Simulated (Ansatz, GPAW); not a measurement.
# LiCuSO (model structure): optical spectrum from first principles, part 3 of 3

Aim: the dielectric function of LiCuSO (model structure), and the optical constants that follow from it. The structure is a model built here, which may or may not match a known phase. It was built so: 1 of the 2 O atoms of the cell replaced by S in the C2/m structure of LiCuO2. The cell is first relaxed with Ansatz.

GPAW 26.7.0; DFT, LDA, plane-wave PAW (GPAW data sets), scalar-relativistic, RPA, optical limit.

So far. Step 3 (Ground state): There are states at the Fermi level within the smearing, so the occupations stay smeared and the carriers get a Drude term.

### 5. Dielectric function, RPA

Transitions between filled and empty bands, summed over the zone, give the optical response, so mesh, band count and broadening shape it.

The induced potential is part of this response.

This step: DFT, LDA, plane-wave PAW (GPAW data sets), scalar-relativistic, RPA, optical limit (GPAW 26.7.0).

File df.py:

```python
from gpaw.response.df import DielectricFunction

df = DielectricFunction('full.gpw', frequencies={'type': 'nonlinear', 'domega0': 0.03, 'omega2': 8},
                        ecut=50,
                        eta=0.1,
                        nbands=37,
                        rate=0.03,
                        txt='df.txt')
for direction in ['x', 'y', 'z']:
    df.get_dielectric_function(xc='RPA', direction=direction, filename=f'df_{direction}.csv')
```

The run is started by

```bash
$ OMP_NUM_THREADS=1 python df.py
```

Numbers of over 12 decimals in the logs are rounded to 6 here.

Log:

```text
Using integrator: PointIntegrator
NonLinearFrequencyDescriptor(from 0.000 to 51.018 eV, 468 points)
Nonperiodic BCs:  [False False False]
Using integrator: PointIntegrator
NonLinearFrequencyDescriptor(from 0.000 to 51.018 eV, 468 points)
Nonperiodic BCs:  [False False False]
Using integrator: PointIntegrator

Calculating chi0 body with:
    Ground state adapter containing:
    Number of spins: 1
    Number of kpoints: 1176
    Number of irreducible kpoints: 324
    Number of completely occupied states: 10
    Number of partially occupied states: 13

    Linear response parametrization:
    q_c: [0.0, 0.0, 0.0]
    Number of frequency points: 468
    Planewave cutoff: 50.0
    Number of bands: 37
    Number of planewaves: 39
    Broadening (eta): 0.1

Integrating chi0 body.

Symmetries of q_c:
    Direct symmetries (Uq -> q): 2
    Indirect symmetries (TUq -> q): 2
In total 4 allowed symmetries.

324 groups of equivalent kpoints. 72.448980% reduction.

Integral kind: spectral function

Calculating chi0 optical extensions with:
    Ground state adapter containing:
    Number of spins: 1
    Number of kpoints: 1176
    Number of irreducible kpoints: 324
    Number of completely occupied states: 10
    Number of partially occupied states: 13

    Linear response parametrization:
    Number of frequency points: 468
    Planewave cutoff: 50.0
    Number of bands: 37
    Number of planewaves: 39
    Broadening (eta): 0.1
Integrating chi0 head and wings.

Symmetries of q_c:
    Direct symmetries (Uq -> q): 2
    Indirect symmetries (TUq -> q): 2
In total 4 allowed symmetries.

324 groups of equivalent kpoints. 72.448980% reduction.

Integral kind: spectral function wings

Calculating drude chi0 with:
    Number of frequency points:468
    Plasma frequency decay rate: 0.03 eV

    Ground state adapter containing:
    Number of spins: 1
    Number of kpoints: 1176
    Number of irreducible kpoints: 324
    Number of completely occupied states: 10
    Number of partially occupied states: 13

Symmetries of q_c:
    Direct symmetries (Uq -> q): 2
    Indirect symmetries (TUq -> q): 2
In total 4 allowed symmetries.

324 groups of equivalent kpoints. 72.448980% reduction.

Integral kind: intraband
Plasma frequency:
[[3.42+0.j   0.  -0.j   0.  -1.51j]
 [0.  -0.j   3.95-0.j   0.  +0.j  ]
 [0.  -1.51j 0.  +0.j   2.31-0.j  ]]
```

The job ended after 68 s (1 thread of Arm Neoverse V2, shared host; peak memory 0.34 GiB).

The Im ε has structure finer than the step of the table below, so its rows give means over 1 eV, whole bins alone (the curve runs from 0.305 to 25.0 eV). Peaks (eV: height): E ∥ x 0.7: 25.4, 6.1: 4.78; E ∥ y 0.7: 31.4, 1.8: 20.6; E ∥ z 0.8: 10.2, 6.3: 3.99.

Sum at mesh points, not converged in k. Im ε against photon energy; means over each step:

```
photon energy (eV)  E ∥ x  E ∥ y  E ∥ z
                 1   14.8   22.6   6.98
                 2   3.01   14.5   2.63
                 3   2.63   7.12   1.81
                 4   1.64   3.44   1.09
                 5   1.90   3.07   2.68
                 6   4.04   3.86   3.59
                 7   4.38   2.60   2.86
                 8   3.66   2.75   2.98
                 9   2.97   3.28   3.35
                10   2.68   3.23   3.05
                11   2.52   2.26   2.76
                12   2.18   1.78   2.44
                13   1.63   1.63   2.25
                14   1.44   1.65   1.94
                15   1.55   1.45   1.88
                16   1.41   1.06   1.58
                17   1.08   1.03   1.33
                18  0.902  0.991   1.11
                19  0.747  0.856  0.847
                20  0.621  0.710  0.694
                21  0.531  0.555  0.575
                22  0.511  0.509  0.583
                23  0.447  0.468  0.504
                24  0.424  0.422  0.421
```

Values under 1 per cm are given as 1; sum at mesh points, not converged in k. Absorption coefficient against photon energy:

```
photon energy (eV)  E ∥ x (1/cm)  E ∥ y (1/cm)  E ∥ z (1/cm)
             0.492         2.5e5         2.8e5         1.5e5
             1.010         3.9e5         3.3e5         2.1e5
             1.486         4.0e5         4.7e5         2.0e5
             1.985         3.0e5         7.3e5         2.0e5
             2.508         1.9e5         5.8e5         1.4e5
             3.018         2.6e5         6.9e5         1.7e5
             3.510         3.3e5         6.9e5         1.3e5
             3.980         2.1e5         5.2e5         84966
             4.516         2.0e5         4.9e5         1.9e5
             4.981         2.0e5         5.9e5         3.2e5
             5.515         3.9e5         5.6e5         4.8e5
             6.021         5.8e5         8.3e5         4.9e5
             6.494         7.1e5         8.4e5         6.3e5
             6.985         8.4e5         6.8e5         5.5e5
             7.496         9.8e5         7.2e5         6.2e5
             8.026         1.0e6         7.6e5         7.1e5
             8.516         9.4e5         8.8e5         7.9e5
             9.023         1.0e6         8.9e5         9.1e5
             9.483         1.1e6         1.2e6         1.1e6
            10.026         1.1e6         1.4e6         1.0e6
            10.519         1.1e6         1.3e6         1.1e6
            11.029         1.1e6         1.3e6         1.2e6
            11.479         1.2e6         1.2e6         1.1e6
            12.023         1.2e6         1.2e6         1.1e6
            12.504         1.3e6         1.1e6         1.3e6
            13.000         1.2e6         1.1e6         1.3e6
            13.512         1.1e6         1.2e6         1.3e6
            14.040         1.1e6         1.3e6         1.3e6
            14.493         1.1e6         1.2e6         1.3e6
            14.960         1.2e6         1.4e6         1.4e6
            15.536         1.3e6         1.3e6         1.4e6
            16.031         1.4e6         1.2e6         1.4e6
            16.541         1.3e6         1.1e6         1.4e6
            16.959         1.2e6         1.1e6         1.4e6
            17.496         1.2e6         1.2e6         1.4e6
            18.049         1.2e6         1.2e6         1.4e6
            18.504         1.1e6         1.2e6         1.4e6
            18.969         1.1e6         1.2e6         1.3e6
            19.447         1.0e6         1.2e6         1.2e6
            20.061         9.7e5         1.2e6         1.1e6
            20.438         9.0e5         1.1e6         1.0e6
            20.953         8.5e5         1.0e6         9.6e5
            21.482         8.1e5         8.9e5         9.1e5
            22.024         8.5e5         9.1e5         9.8e5
            22.440         7.5e5         8.8e5         9.5e5
            23.009         7.4e5         8.7e5         9.1e5
            23.446         7.2e5         8.3e5         8.4e5
            24.042         6.8e5         8.3e5         7.9e5
            24.500         7.1e5         7.7e5         7.1e5
```

The loss function −Im 1/ε at q → 0 has structure finer than the step of the table below, so its rows give means over 1 eV, whole bins alone (the curve runs from 0.305 to 25.0 eV). Peaks (eV: height): E ∥ x 2.4: 0.465, 20.2: 1.51; E ∥ y 21.2: 1.76; E ∥ z 1.6: 0.326, 21.0: 1.58, 23.0: 1.58.

Sum at mesh points, not converged in k. Loss function −Im 1/ε at q → 0 against energy loss; means over each step:

```
energy loss (eV)   E ∥ x   E ∥ y   E ∥ z
               1  0.0494  0.0423   0.150
               2   0.291  0.0667   0.260
               3   0.255   0.123   0.185
               4   0.228   0.277  0.0778
               5  0.0994   0.294  0.0995
               6   0.136   0.244   0.163
               7   0.181   0.354   0.217
               8   0.266   0.306   0.205
               9   0.310   0.268   0.227
              10   0.360   0.310   0.287
              11   0.386   0.438   0.344
              12   0.459   0.562   0.382
              13   0.619   0.605   0.437
              14   0.662   0.609   0.504
              15   0.616   0.685   0.527
              16   0.714   0.942   0.634
              17   0.924   0.950   0.755
              18    1.11    1.00   0.902
              19    1.29    1.17    1.19
              20    1.45    1.40    1.42
              21    1.42    1.68    1.53
              22    1.34    1.61    1.40
              23    1.22    1.61    1.53
              24    1.11    1.63    1.49
```

The Im ε, E ∥ x has structure finer than the step of the table below, so its rows give means over 1 eV, whole bins alone (the curve runs from 0.305 to 25.0 eV). Peaks (eV: height): without local fields 0.7: 28.4, 7.0: 5.59; with local fields 0.7: 25.4, 6.1: 4.78.

Sum at mesh points, not converged in k. Im ε, E ∥ x against photon energy; means over each step:

```
photon energy (eV)  without local fields  with local fields
                 1                  15.6               14.8
                 2                  3.16               3.01
                 3                  2.90               2.63
                 4                  1.65               1.64
                 5                  2.15               1.90
                 6                  4.73               4.04
                 7                  5.18               4.38
                 8                  4.23               3.66
                 9                  3.48               2.97
                10                  3.37               2.68
                11                  3.15               2.52
                12                  2.55               2.18
                13                  1.96               1.63
                14                  1.82               1.44
                15                  1.56               1.55
                16                  1.25               1.41
                17                 0.944               1.08
                18                 0.793              0.902
                19                 0.630              0.747
                20                 0.520              0.621
                21                 0.465              0.531
                22                 0.468              0.511
                23                 0.408              0.447
                24                 0.398              0.424
```

The reflectivity at normal incidence has structure finer than the step of the table below, so its rows give means over 1 eV, whole bins alone (the curve runs from 0.305 to 25.0 eV). Peaks (eV: height): E ∥ x 7.4: 24.7; E ∥ y 2.1: 62.6, 2.8: 52.5, 6.1: 26.4, 10.1: 27.8, 15.2: 22.2; E ∥ z 0.8: 42.8, 6.3: 20.0, 9.4: 19.9.

Sum at mesh points, not converged in k. The reflectivity at normal incidence by photon energy; means over each step:

```
photon energy (eV)  E ∥ x (%)  E ∥ y (%)  E ∥ z (%)
                 1       65.3       58.6       39.3
                 2       35.9       55.1       14.7
                 3       14.0       48.2       10.2
                 4       9.50       31.6       11.0
                 5       13.6       18.7       17.1
                 6       20.7       23.5       18.4
                 7       22.3       17.7       15.0
                 8       22.6       16.0       15.6
                 9       18.7       19.0       17.9
                10       18.7       25.8       17.8
                11       18.7       25.1       18.3
                12       20.0       19.7       16.6
                13       18.4       16.4       17.9
                14       13.2       18.2       16.5
                15       14.0       19.9       17.5
                16       17.5       17.5       18.5
                17       16.7       14.0       18.8
                18       15.9       15.2       18.3
                19       13.5       15.8       18.3
                20       11.6       15.5       15.2
                21       8.80       13.6       11.5
                22       7.59       10.4       9.64
                23       5.97       9.55       9.48
                24       5.11       9.02       7.89
```

From ε follow the optical constants at some laser and lamp lines:

```
wavelength (nm)   n x    k x  R (%) x  1/α x   n y    k y  R (%) y  1/α y
            800  0.95  2.435     61.0  26 nm  2.84  3.042     52.7  21 nm
            633  0.96  1.539     38.2  33 nm  2.61  3.600     59.8  14 nm
            532  1.10  0.979     18.0  43 nm  1.52  2.599     53.5  16 nm
            365  1.59  0.888     15.2  33 nm  1.23  2.007     45.3  14 nm
            308  1.50  0.480      7.4  51 nm  1.34  1.285     24.8  19 nm
            248  2.01  0.401     12.8  49 nm  1.40  1.153     21.0  17 nm
            193  1.94  1.083     21.0  14 nm  1.34  1.284     24.8  12 nm
```

In reflection the computed colour is faintly red: x = 0.354, y = 0.345, luminous reflectivity 31 %.

### 6. Outcome

In words: At this level (LDA, RPA) LiCuSO is a metal. The mesh is too coarse to trust the carriers' weight, the reflectivity or the colour to better than tens of per cent. The cell grew by 0.5 % in volume. In reflection the computed colour is faintly red: x = 0.354, y = 0.345, luminous reflectivity 31 %. The carriers' damping of 0.03 eV is typed, not computed; it shapes the response at the lowest energies. The run has no spin polarisation; magnetic order or correlation, untested here, could change the spectrum. In this version of GPAW the matrix elements of the optical limit are incomplete, which can lower ε − 1 by up to a tenth where first-row anions or d states rule, and shift it by more in d metals. GPAW's carrier term has the form −ωp²/(ω + i·rate)², which damps like twice the rate and fails at low energy, so the curves leave the lowest energies out. The sum runs over mesh points 0.19 Å⁻¹ apart with no interpolation, so peaks are partly noise of the mesh, and the Drude plasma energy, a sum over the Fermi surface, isn't converged.

[Machine, clock and banner lines and Python warnings are left out of the logs.]

[Logs are printed without paths, hosts, clocks, repeated set-up lines and the standing remarks that a program may print on its own settings, such as how far it seeks lower states.]

[Hosts, paths, dates, database ids (printed as entryN), source tags and the programs' standing remarks are cut or masked in the printed files.]
